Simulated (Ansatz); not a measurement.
# Al wire along [100], 13 atoms a period: bands along the axis, part 2 of 2

Aim: is the Al wire along [100], 13 atoms a period a metal or a semiconductor?

Ansatz 0.2.0; DFT PBE, plane waves, PAW; relaxation of a wire's period; PAW set soft_1 (the session's first sound run).

So far: The structure; Relaxation of atoms and period.

### Step 2. Relaxation of atoms and period (continued)

Step by step:

```csv
step,energy less that of the first step (eV),largest force component (eV/Å),pressure (GPa),volume (Å³)
1,0.0000,0.7496,-1.02,894.51
2,-0.4296,0.3095,-0.03,883.98
3,-0.4394,0.1737,-0.32,910.57
4,-0.5004,0.0130,-0.01,897.57
5,-0.5053,0.0303,-0.01,903.23
6,-0.5038,0.0184,-0.09,910.98
7,-0.5066,0.0025,-0.05,906.07
8*,-0.5073,0.0025,-0.04,906.07
```

Relaxation steps marked * repeat the geometry before them on a plane-wave basis chosen anew for their cell, so energy and pressure can jump there. Relaxation step 6 was tried and not accepted.

The run keeps the 16 symmetry operations that it works with, so distortions that break them were not tested.

```csv
cell as run,before,after,change
c (Å),4.040,4.092,+1.3 %
```

The atoms that moved most (Å, along periodic axes as changes of fractional coordinates times the final cell, across vacuum about the mean position):

```csv
atom,dx,dy,dz,length
Al6,0.000,-0.255,0.000,0.255
Al9,-0.255,0.000,0.000,0.255
Al4,0.000,0.255,0.000,0.255
Al1,0.255,0.000,0.000,0.255
Al8,-0.045,-0.045,0.000,0.064
Al7,-0.045,0.045,0.000,0.064
Al3,0.045,-0.045,0.000,0.064
Al2,0.045,0.045,0.000,0.064
```

Numbers from this step:

```
energy at zero smearing    : -6979.9533 eV
cell length along the wire : 4.092 Å
```

The cell's length comes to 4.092 Å with spin left out.

### Step 3. The wire at its relaxed period

This step: DFT PBE, plane waves, PAW; bands of a perfect wire; PAW set soft_1 (Ansatz 0.2.0).

At the relaxed period the bands are computed along the axis; those that cross an energy going forward count the channels that a perfect wire would open there.

input.yaml

```yaml
crystal:
  lattice:
    - [14.88, 0.0, 0.0]
    - [0.0, 14.88, 0.0]
    - [0.0, 0.0, 4.0922067143]
  atoms:
    - { symbol: Al, position: [0.24565958, 0.5, 0.0] }
    - { symbol: Al, position: [0.36727258, 0.36727258, 0.0] }
    - { symbol: Al, position: [0.36727258, 0.63272742, 0.0] }
    - { symbol: Al, position: [0.5, 0.24565958, 0.0] }
    - { symbol: Al, position: [0.5, 0.5, 0.0] }
    - { symbol: Al, position: [0.5, 0.75434042, 0.0] }
    - { symbol: Al, position: [0.63272742, 0.36727258, 0.0] }
    - { symbol: Al, position: [0.63272742, 0.63272742, 0.0] }
    - { symbol: Al, position: [0.75434042, 0.5, 0.0] }
    - { symbol: Al, position: [0.365022477, 0.5, 0.5] }
    - { symbol: Al, position: [0.5, 0.365022477, 0.5] }
    - { symbol: Al, position: [0.5, 0.634977523, 0.5] }
    - { symbol: Al, position: [0.634977523, 0.5, 0.5] }
kpoints:
  mp_grid: { grid: [1, 1, 20] }
  band_path: { path: ["Γ", Z], npoints: 90 }
scf:
  occupations: { method: fermi_dirac, width: 0.05 }
hamiltonian:
  xc: pbe
  pseudopotentials: { kind: paw, azcp: { folder: soft_1 } }
output:
  dos: { e_range: [-5, 4] }
  write_potential: true
  write_density: true
  volumetric_format: npy
```

Launch:

```sh
> ansatz run input.yaml --threads 4 --pin off --max-ram 16384MiB --backend cpu --events-out ev --progress --plain --runs-dir out
```

Numbers of over 12 decimals in the logs are rounded to 6 here.

Log:

```text
[...]
Crystal: 13 atoms, lattice volume = 906.073 Å³
Basis set: ecut = 420 eV, 17641 PW (Γ)
Bands: 33, of which v1, the nominal top of the filled ones, is band 20 counted from 1 (19 counted from 0)
Symmetry: 16 space group operations
[...]
k-points: 11 of 20
[...]
SCF iter   1: F=—  HF=-6983.723068 eV  |F-HF|=—  |Δ(HF+E_count)|=         —  Δρ=1.79e-2  dr2=2.24e1  ethr=3.10e-3  ⟨swp⟩=8.9  Hψ=2284  notcnv=0  defer=3
[...]
SCF iter   9: F=-6979.973949 eV  HF=-6979.973949 eV  |F-HF|=9.91e-11  |Δ(HF+E_count)|=   3.01e-8  Δρ=3.50e-7  dr2=3.06e-9  ethr=2.56e-10  ⟨swp⟩=2.6  Hψ=703  notcnv=0
SCF 1 converged in 9 iterations: F = -6979.973949 eV  dr2 = 3.06e-9
[...]
NSCF: frozen V_eff on 91 k-points
WARN: The output density's exchange-correlation potential varies sharply where the density is thin. Do not read a vacuum level from v_tot or v_xc, or from such a field of the output density. On a cell that repeats whose density bears no net charge and no dipole along the vacuum's axis use v_es (v_loc + v_h of the components); under efield.dipole_correction with no amplitude use v_es + v_field, which holds any externa [...]
SCF converged after 9 iterations
Free energy (F): -6979.973949 eV
[...]
Internal energy: -6979.933804 eV  (E = F + TS)
E sigma→0 (E₀):  -6979.953876 eV
Entropy (-TS):   -0.040146 eV (-3.088 meV/atom)
Fermi energy:    -1.261431 eV
[...]
--- Band table (eV; the first three rows and the last of 11) ---
  k-point 0: bands = [... 16 lower, -1.7874, -1.4959, -1.2374, -0.9707, -0.9707, -0.2639, -0.0605, -0.0605, ... 9 higher]
  k-point 1: bands = [... 16 lower, -1.4969, -1.4934, -1.2299, -0.9367, -0.9367, -0.5298, 0.2582, 0.2582, ... 9 higher]
  k-point 2: bands = [... 16 lower, -1.5142, -1.2513, -1.0801, -0.8807, -0.8807, -0.7261, 0.0368, 0.1388, ... 9 higher]
  k-point 10: bands = [... 16 lower, -2.5137, -2.5137, -1.6269, -1.4879, -1.4012, -0.4527, -0.4527, 0.0129, ... 9 higher]
```

Wall time 33 s (4 threads of Arm Neoverse V1, shared host); peak memory 1.7 GiB; 2.2 min of CPU time.

The column dr2 measures how far the density is from self-consistency, as an energy; F and HF (Harris–Foulkes) agree once it is small.

Numbers from this step:

```yaml
energy_at_zero_smearing: -6979.9539 eV
band_gap: 0 eV
```

The electronic bands at the labelled points (eV, zero at the Fermi level):

```csv
point,band 16,band 17,band 18,band 19,band 20,band 21,band 22,band 23
Γ,-0.53,-0.53,-0.23,0.02,0.29,0.29,1.00,1.20
halfway,-1.02,-0.93,-0.88,-0.79,0.42,0.42,0.70,0.74
Z,-1.61,-1.25,-1.25,-0.37,-0.23,-0.14,0.81,0.81
```

Between Γ and Z the bands cross the Fermi level 5 times, so a perfect wire would conduct at least 5 G₀, with spin left out.

### Step 4. Outcome

| Item | Value |
| --- | --- |
| cell length, PBE | 4.092 Å |
| ballistic conductance by band crossings, a lower bound, PBE | 5 G₀ |

**Reading.** Under PBE the cell's length is 4.09 Å, and the bands cross the Fermi level 5 times between Γ and Z, which gives a perfect wire at least 5 G₀ (opposite crossings within one step of the path cancel in such a count).

[Logs are printed without paths, hosts, clocks, repeated set-up lines and the standing remarks that a program may print on its own settings, such as how far it seeks lower states.]

[Hosts, paths, dates, database ids (printed as entryN), source tags and the programs' standing remarks are cut or masked in the printed files.]
